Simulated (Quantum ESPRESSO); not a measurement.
# Near-edge structure at the C K edge of LuC2 (I4/mmm)

What does one-electron theory with a core hole give for the C K edge of LuC2 (I4/mmm)?

Main program and level: Quantum ESPRESSO 7.5; X-ray absorption near-edge structure, plane-wave PAW LDA, one-electron final states by a Lanczos continued fraction, without spin-orbit coupling.

This is a report of a sequence of runs, with most program output left out.

## Step 1: Starting point

It takes space group I4/mmm (No. 139, tetragonal). Conventional cell: a = 3.566 Å, b = 3.566 Å, c = 6.058 Å, α = 90.00°, β = 90.00°, γ = 90.00°. Nearest to Lu lie 10 C at 2.38 to 2.60 Å. Nearest to C lie 1 C at 1.31 Å and 5 Lu at 2.38 to 2.60 Å. Farther neighbours are not listed.

## Step 2: Ground state of the crystal

A plain self-consistent run shows whether there is a gap, which decides the set-up of the core-hole run.

The input, scf.in:

```
&control
   calculation='scf', prefix='x', pseudo_dir='../pp', outdir='tmp', tprnfor=.true.
/
&system
   ibrav=0, nat=3, ntyp=3, nbnd=14
   ecutwfc=43, ecutrho=400
   occupations='smearing', smearing='mv', degauss=0.015
/
&electrons
   conv_thr=3.0e-08, electron_maxstep=120
   mixing_beta=0.5
/
ATOMIC_SPECIES
Lu 1.0 Lu.lda-spdn-kjpaw.UPF
C3 1.0 C.lda-n-kjpaw.UPF
C 1.0 C.lda-n-kjpaw.UPF
CELL_PARAMETERS angstrom
  -1.78295600 1.78295600 3.02895000
  1.78295600 -1.78295600 3.02895000
  1.78295600 1.78295600 -3.02895000
ATOMIC_POSITIONS crystal
Lu   0.00000000 0.00000000 0.00000000
C3   0.39206300 0.39206300 0.00000000
C    0.60793700 0.60793700 0.00000000
K_POINTS automatic
10 10 10 0 0 0
```

The input, Lu.lda-spdn-kjpaw.ld1.in:

```
&input
   title='Lu', zed=71., rel=1, iswitch=3, dft='PZ',
   config='[Xe] 4f14.0 5d1.0 6s1.5 6p0.5'
/
&inputp
   file_pseudopw='Lu.lda-spdn-kjpaw.UPF', author='',
   lpaw=.true.,
   pseudotype=3,
   lloc=-1,
   rcloc=1.8,
   which_augfun='PSQ',
   rmatch_augfun_nc=.true.,
   nlcc=.true.,
   new_core_ps=.true.,
   rcore=1.1,
   tm=.true.,
   lgipaw_reconstruction=.true., use_paw_as_gipaw=.true.
/
6
5S  1  0  2.00  0.00  1.10  1.40  0.0
6S  2  0  1.50  0.00  1.10  1.40  0.0
5P  2  1  6.00  0.00  1.10  1.50  0.0
6P  3  1  0.50  0.00  1.10  1.50  0.0
5D  3  2  1.00  0.00  1.10  2.00  0.0
5D  3  2  0.00  2.00  1.10  2.00  0.0
```

The input, C.lda-n-kjpaw.ld1.in:

```
&input
   title='C', zed=6., rel=1, iswitch=3, dft='PZ',
   config='[He] 2s2 2p2'
/
&inputp
   file_pseudopw='C.lda-n-kjpaw.UPF', author='',
   lpaw=.true.,
   pseudotype=3,
   lloc=-1,
   rcloc=0.9,
   which_augfun='PSQ',
   rmatch_augfun_nc=.true.,
   nlcc=.true.,
   new_core_ps=.true.,
   rcore=0.7,
   tm=.true.,
   lgipaw_reconstruction=.true., use_paw_as_gipaw=.true.
/
4
2S  1  0  2.00  0.00  1.00  1.20  0.0
2S  1  0  0.00  3.00  1.00  1.20  0.0
2P  2  1  2.00  0.00  0.90  1.40  0.0
2P  2  1  0.00  0.05  0.90  1.40  0.0
```

The run is started by

```console
OMP_NUM_THREADS=1 mpirun --oversubscribe --bind-to none -np 4 pw.x -nk 4 -in scf.in > scf.out
```

Run time: 7.6 s. Hardware: 4 MPI ranks of Intel Xeon 6975P-C (Granite Rapids), shared host; peak memory 0.1 GiB.

Absorbing atoms carry a label of their own (element plus a letter or digit), as the spectrum program needs them as separate species.

The mesh shows no gap, so the system is treated as a metal and the core electron is put at the Fermi level (neutral cell).

## Step 3: Spectrum without a core hole, C atom 2

Without a hole the spectrum is the empty density of states of the right symmetry on the absorber, weighted by matrix elements. It needs only the small cell and serves as the baseline.

The absorber has 1 C at 1.31 Å, 1 Lu at 2.38 Å and 4 Lu at 2.60 Å (6-fold, site symmetry 4mm).

The input, xspectra.in:

```
&input_xspectra
   calculation='xanes_dipole', edge='K'
   prefix='x', outdir='tmp', xiabs=2, xe0=11.2631
   xonly_plot=.false., x_save_file='xanes.sav'
   xniter=3000, xcheck_conv=20, xerror=0.005
   xcoordcrys=.false., xepsilon(1)=1, xepsilon(2)=0, xepsilon(3)=0
/
&plot
   xnepoint=413, xemin=-10, xemax=45, terminator=.true., cut_occ_states=.true.
   xgamma=0.4
/
&pseudos
   filecore='../C.wfc'
/
&cut_occ
   cut_desmooth=0.1, cut_stepl=0.05, cut_stepu=0.05, cut_ierror=1e-5
/
12 12 12 0 0 0
```

The run is started by

```console
OMP_NUM_THREADS=1 mpirun --oversubscribe --bind-to none -np 4 xspectra.x -nk 4 -in xspectra.in > xspectra.out
```

It took 99 s on 4 MPI ranks; peak memory 0.17 GiB; 6.6 min of CPU time.

The C K spectrum, C atom 2, no core hole (energy from the energy zero of the input (xe0, at the border of filled and empty states); intensity scaled to a mean of 1 over the first 20 eV; the points at xe0, where the cut of filled states can leave a spike, are interpolated; polarised curves are means over the symmetry-equivalent atoms):

```
E (eV)  isotropic  ε ⊥ c  ε ∥ c
 -2.00       0.06   0.08   0.02
 -1.25       0.09   0.13   0.03
 -0.50       0.20   0.27   0.06
  0.25       0.57   0.78   0.15
  1.00       0.88   1.20   0.23
  1.75       1.13   1.57   0.26
  2.50       1.40   2.00   0.22
  3.25       1.20   1.73   0.14
  4.00       0.89   1.24   0.19
  4.75       0.91   1.21   0.30
  5.50       1.08   1.47   0.29
  6.25       1.25   1.74   0.25
  7.00       1.30   1.81   0.30
  7.75       1.44   1.88   0.55
  8.50       1.53   1.91   0.79
  9.25       1.33   1.56   0.86
 10.00       1.00   1.06   0.86
 10.75       0.63   0.76   0.39
 11.50       0.67   0.82   0.35
 12.25       0.73   0.83   0.52
 13.00       0.84   0.91   0.71
 13.75       1.09   1.14   0.98
 14.50       1.16   1.18   1.14
 15.25       0.77   0.69   0.92
 16.00       0.76   0.50   1.29
 16.75       0.73   0.41   1.35
 17.50       0.70   0.43   1.24
 18.25       0.89   0.52   1.63
 19.00       1.03   0.69   1.72
 19.75       1.08   0.74   1.75
 20.50       1.15   0.80   1.86
 21.25       1.07   0.86   1.49
 22.00       1.06   1.02   1.14
 22.75       1.00   1.02   0.94
 23.50       0.89   0.95   0.76
 24.25       0.73   0.73   0.73
 25.00       0.68   0.72   0.61
 25.75       0.57   0.59   0.51
 26.50       0.52   0.45   0.67
 27.25       0.60   0.45   0.90
 28.00       0.63   0.52   0.86
 28.75       0.71   0.58   0.96
 29.50       0.87   0.73   1.16
 30.25       1.01   0.77   1.49
 31.00       1.02   0.71   1.65
 31.75       0.92   0.63   1.49
```

Main maxima below 24 eV (height): 2.5 eV (1.41), 8.4 eV (1.54), 14.3 eV (1.20), 16.3 eV (0.79) and 20.7 eV (1.18). A K edge sees empty p states on the absorber.

## Step 4: Another broadening

The final state's lifetime shortens with energy, so measured features broaden above the edge; the saved Lanczos coefficients are redrawn with a width that grows.

The input, xspectra_plot.in:

```
&input_xspectra
   calculation='xanes_dipole', edge='K'
   prefix='x', outdir='tmp', xiabs=2, xe0=11.2631
   xonly_plot=.true., x_save_file='xanes.sav'
   xniter=3000, xcheck_conv=20, xerror=0.005
   xcoordcrys=.false., xepsilon(1)=1, xepsilon(2)=0, xepsilon(3)=0
/
&plot
   xnepoint=413, xemin=-10, xemax=45, terminator=.true., cut_occ_states=.true.
   gamma_mode='variable', gamma_energy(1)=4, gamma_energy(2)=25, gamma_value(1)=0.3, gamma_value(2)=2.5
/
&pseudos
   filecore='../C.wfc'
/
&cut_occ
   cut_desmooth=0.1, cut_stepl=0.05, cut_stepu=0.05, cut_ierror=1e-5
/
12 12 12 0 0 0
```

The run is started by

```console
OMP_NUM_THREADS=1 xspectra.x -in xspectra_plot.in > xspectra_plot.out
```

It took 26 s on 1 MPI rank; peak memory 0.17 GiB.

With a Lorentzian half width 0.3 eV up to 4 eV, rising linearly to 2.5 eV at 25 eV, the maxima are 2.5 eV (1.51), 8.2 eV (1.40), 14.0 eV (0.94) and 20.4 eV (0.95).

## Step 5: Reference energy of the supercell

The photon energy needs a difference of total energies, so the cell and mesh of the coming hole run are first run without a hole.

The input, scf.in:

```
&control
   calculation='scf', prefix='x', pseudo_dir='../pp', outdir='tmp', tprnfor=.true.
/
&system
   ibrav=0, nat=15, ntyp=2, nbnd=59
   ecutwfc=43, ecutrho=400
   occupations='smearing', smearing='mv', degauss=0.015
/
&electrons
   conv_thr=1.5e-07, electron_maxstep=120
   mixing_beta=0.5
/
ATOMIC_SPECIES
Lu 1.0 Lu.lda-spdn-kjpaw.UPF
C 1.0 C.lda-n-kjpaw.UPF
CELL_PARAMETERS angstrom
  0.00000000 0.00000000 -6.05790000
  1.78295600 5.34886800 -3.02895000
  5.34886800 -1.78295600 -3.02895000
ATOMIC_POSITIONS crystal
Lu   0.00000000 0.00000000 0.00000000
Lu   0.20000000 0.40000000 0.20000000
Lu   0.60000000 0.20000000 0.60000000
Lu   0.40000000 0.80000000 0.40000000
Lu   0.80000000 0.60000000 0.80000000
C    0.60793700 0.00000000 0.00000000
C    0.80793700 0.40000000 0.20000000
C    0.20793700 0.20000000 0.60000000
C    0.00793700 0.80000000 0.40000000
C    0.40793700 0.60000000 0.80000000
C    0.39206300 0.00000000 0.00000000
C    0.59206300 0.40000000 0.20000000
C    0.99206300 0.20000000 0.60000000
C    0.79206300 0.80000000 0.40000000
C    0.19206300 0.60000000 0.80000000
K_POINTS automatic
5 5 5 0 0 0
```

The run is started by

```console
OMP_NUM_THREADS=1 mpirun --oversubscribe --bind-to none -np 4 pw.x -nk 4 -in scf.in > scf.out
```

It took 37 s on 4 MPI ranks; peak memory 0.34 GiB; 2.4 min of CPU time.

Reference energy: -1990562.288 eV with the cores included.

## Step 6: The atom with a core hole

The frozen core must hold the hole, so the absorber gets a data set of its own.

The input, C.lda-n-kjpaw-1sch.ld1.in:

```
&input
   title='C', zed=6., rel=1, iswitch=3, dft='PZ',
   config='1s1 2s2 2p3'
/
&inputp
   file_pseudopw='C.lda-n-kjpaw-1sch.UPF', author='',
   lpaw=.true.,
   pseudotype=3,
   lloc=-1,
   rcloc=0.9,
   which_augfun='PSQ',
   rmatch_augfun_nc=.true.,
   nlcc=.true.,
   new_core_ps=.true.,
   rcore=0.7,
   tm=.true.,
   zval=5,
   lgipaw_reconstruction=.true., use_paw_as_gipaw=.true.
/
4
2S  1  0  2.00  0.00  1.00  1.20  0.0
2S  1  0  0.00  3.00  1.00  1.20  0.0
2P  2  1  3.00  0.00  0.90  1.40  0.0
2P  2  1  0.00  0.05  0.90  1.40  0.0
```

The run is started by

```console
ld1.x < C.lda-n-kjpaw-1sch.ld1.in > C.lda-n-kjpaw-1sch.ld1.out
```

The job ended after 0.73 s (1 MPI rank; peak memory 0.13 GiB).

Removing the core electron and adding it to the valence shell costs the free atom 287.2 eV.

## Step 7: Supercell with XCH, C atom 2

The holes are 6.1 Å apart. The excited electron is kept in the cell, where it fills the lowest empty states and screens the hole.

scf.in, as its differences from that of step 5:

```diff
@@ -4,3 +4,3 @@
 &system
-   ibrav=0, nat=15, ntyp=2, nbnd=59
+   ibrav=0, nat=15, ntyp=3, nbnd=59
    ecutwfc=43, ecutrho=400
@@ -14,2 +14,3 @@
 Lu 1.0 Lu.lda-spdn-kjpaw.UPF
+C0 1.0 C.lda-n-kjpaw-1sch.UPF
 C 1.0 C.lda-n-kjpaw.UPF
@@ -25,3 +26,3 @@
 Lu   0.80000000 0.60000000 0.80000000
-C    0.60793700 0.00000000 0.00000000
+C0   0.60793700 0.00000000 0.00000000
 C    0.80793700 0.40000000 0.20000000
```

The run is started by

```console
OMP_NUM_THREADS=1 mpirun --oversubscribe --bind-to none -np 4 pw.x -nk 4 -in scf.in > scf.out
```

It took 46 s on 4 MPI ranks; peak memory 0.34 GiB; 3.1 min of CPU time.

Energy with the hole: -1990275.997 eV, cores included.

## Step 8: Spectrum with XCH, C atom 2

The Lanczos recursion gives the spectrum without computing empty bands; each polarisation needs a run of its own on the full k mesh. xe0 is set between filled and empty states, and states below it are cut, here at the Fermi level, which holds the excited electron. The file of filecore holds the core orbital, taken from the hole-free data set.

xspectra.in, as its differences from that of step 3:

```diff
@@ -2,3 +2,3 @@
    calculation='xanes_dipole', edge='K'
-   prefix='x', outdir='tmp', xiabs=2, xe0=11.2631
+   prefix='x', outdir='tmp', xiabs=2, xe0=11.3367
    xonly_plot=.false., x_save_file='xanes.sav'
@@ -17,2 +17,2 @@
 /
-12 12 12 0 0 0
+6 6 6 0 0 0
```

xspectra_1.in, as its differences from xspectra.in of step 8:

```diff
@@ -5,3 +5,3 @@
    xniter=3000, xcheck_conv=20, xerror=0.005
-   xcoordcrys=.false., xepsilon(1)=1, xepsilon(2)=0, xepsilon(3)=0
+   xcoordcrys=.false., xepsilon(1)=0, xepsilon(2)=0, xepsilon(3)=1
 /
```

The run is started by

```console
OMP_NUM_THREADS=1 mpirun --oversubscribe --bind-to none -np 4 xspectra.x -nk 4 -in xspectra.in > xspectra.out
```

Run time: 5 min. Hardware: 4 MPI ranks; peak memory 0.25 GiB; 20 min of CPU time.

The C K spectrum, C atom 2, excited-electron core hole (neutral cell) (energy from the energy zero of the input (xe0, at the border of filled and empty states); intensity scaled to a mean of 1 over the first 20 eV; the points at xe0, where the cut of filled states can leave a spike, are interpolated; polarised curves are means over the symmetry-equivalent atoms):

```
E (eV)  isotropic  ε ⊥ c  ε ∥ c
  -2.0       0.08   0.11   0.02
  -1.0       0.17   0.25   0.03
   0.0       0.79   1.14   0.10
   1.0       1.48   2.12   0.18
   2.0       1.67   2.39   0.21
   3.0       1.01   1.44   0.16
   4.0       0.80   1.07   0.27
   5.0       1.18   1.54   0.46
   6.0       1.25   1.66   0.44
   7.0       1.18   1.40   0.74
   8.0       1.19   1.21   1.14
   9.0       0.82   0.85   0.76
  10.0       0.51   0.57   0.38
  11.0       0.51   0.57   0.40
  12.0       0.79   0.66   1.05
  13.0       1.15   0.77   1.93
  14.0       1.24   0.92   1.88
  15.0       0.85   0.45   1.65
  16.0       0.80   0.35   1.72
  17.0       0.98   0.34   2.26
  18.0       0.76   0.47   1.35
  19.0       0.80   0.71   0.99
  20.0       0.80   0.73   0.95
  21.0       0.78   0.78   0.77
  22.0       0.81   0.89   0.66
  23.0       0.66   0.74   0.49
  24.0       0.49   0.51   0.46
  25.0       0.49   0.53   0.40
  26.0       0.44   0.38   0.55
  27.0       0.54   0.39   0.84
  28.0       0.66   0.48   1.02
  29.0       0.83   0.61   1.27
  30.0       0.80   0.65   1.10
  31.0       0.60   0.56   0.70
  32.0       0.45   0.46   0.42
```

Main maxima below 24 eV (height): 1.9 eV (1.67), 5.8 eV (1.27), 7.6 eV (1.28), 13.8 eV (1.28), 17.4 eV (1.02) and 20.4 eV (0.84). 

The total-energy difference is 286.29 eV. One term is added: -6.67 eV, since the hole is spin-paired here and a spin-polarised one costs that much less in the free atom (computed apart). The photon energy is then 279.62 eV. The functional leaves an error in such absolute values: in the free atom LDA prices this hole 2.9 eV below PBE (computed apart), and PBE is itself good to a few eV.

## Step 9: Another broadening

xspectra_plot.in, as its differences from that of step 4:

```diff
@@ -2,3 +2,3 @@
    calculation='xanes_dipole', edge='K'
-   prefix='x', outdir='tmp', xiabs=2, xe0=11.2631
+   prefix='x', outdir='tmp', xiabs=2, xe0=11.3367
    xonly_plot=.true., x_save_file='xanes.sav'
@@ -17,2 +17,2 @@
 /
-12 12 12 0 0 0
+6 6 6 0 0 0
```

The run is started by

```console
OMP_NUM_THREADS=1 xspectra.x -in xspectra_plot.in > xspectra_plot.out
```

It took 5.7 s on 1 MPI rank; peak memory 0.05 GiB.

With a Lorentzian half width 0.3 eV up to 4 eV, rising linearly to 2.5 eV at 25 eV, the maxima are 2.0 eV (1.79), 5.8 eV (1.26) and 13.5 eV (1.01).

## Step 10: Spectrum with XCH, other settings, C atom 2

This attempt departs from the first core-hole run: cut_occ_states from yes to no.

xspectra.in, as its differences from that of step 8:

```diff
@@ -8,3 +8,3 @@
 &plot
-   xnepoint=413, xemin=-10, xemax=45, terminator=.true., cut_occ_states=.true.
+   xnepoint=413, xemin=-10, xemax=45, terminator=.true., cut_occ_states=.false.
    xgamma=0.4
@@ -17,2 +17,2 @@
 /
-6 6 6 0 0 0
+3 3 3 0 0 0
```

The run is started by

```console
OMP_NUM_THREADS=1 mpirun --oversubscribe --bind-to none -np 4 xspectra.x -nk 4 -in xspectra.in > xspectra.out
```

Wall time 44 s (4 MPI ranks); peak memory 0.25 GiB.

The run finished. A setting was moved off its sound value on purpose, so it serves as a test and not as the result.

The fault put into the input: transitions to filled states aren't cut.

This run also has another mesh (3×3×3 against 6×6×6), so part of the 22 % r.m.s. difference comes from the mesh. Another feature, at 0.7 eV (1.85), becomes the highest below 16 eV; the one at 1.9 eV (1.67) is now at 1.7 eV (1.76).

```
E (eV)  first run  this run
  -2.0       0.08      0.52
  -0.5       0.32      1.17
   1.0       1.48      1.69
   2.5       1.39      1.30
   4.0       0.80      0.84
   5.5       1.25      1.21
   7.0       1.18      1.15
   8.5       1.00      0.99
  10.0       0.51      0.51
  11.5       0.66      0.59
  13.0       1.15      1.00
  14.5       1.01      1.08
  16.0       0.80      0.83
  17.5       1.00      0.74
  19.0       0.80      0.75
  20.5       0.83      0.88
  22.0       0.81      0.69
  23.5       0.56      0.55
  25.0       0.49      0.51
  26.5       0.50      0.43
  28.0       0.66      0.71
  29.5       0.92      0.91
  31.0       0.60      0.58
```

[end of part 1 of 2]

[Logs are printed without paths, hosts, clocks, repeated set-up lines and the standing remarks that a program may print on its own settings, such as how far it seeks lower states.]

[Hosts, paths, dates, database ids (printed as entryN), source tags and the programs' standing remarks are cut or masked in the printed files.]

[Lists of maxima count a maximum above −3 eV only where it reaches 4 % of the highest in the window and stands out from its surroundings by 2 % of it (1.5 % where it reaches 55 %); shoulders and weaker maxima are passed over, and of the rest the first, up to two pre-edge ones and the few strongest are named.]
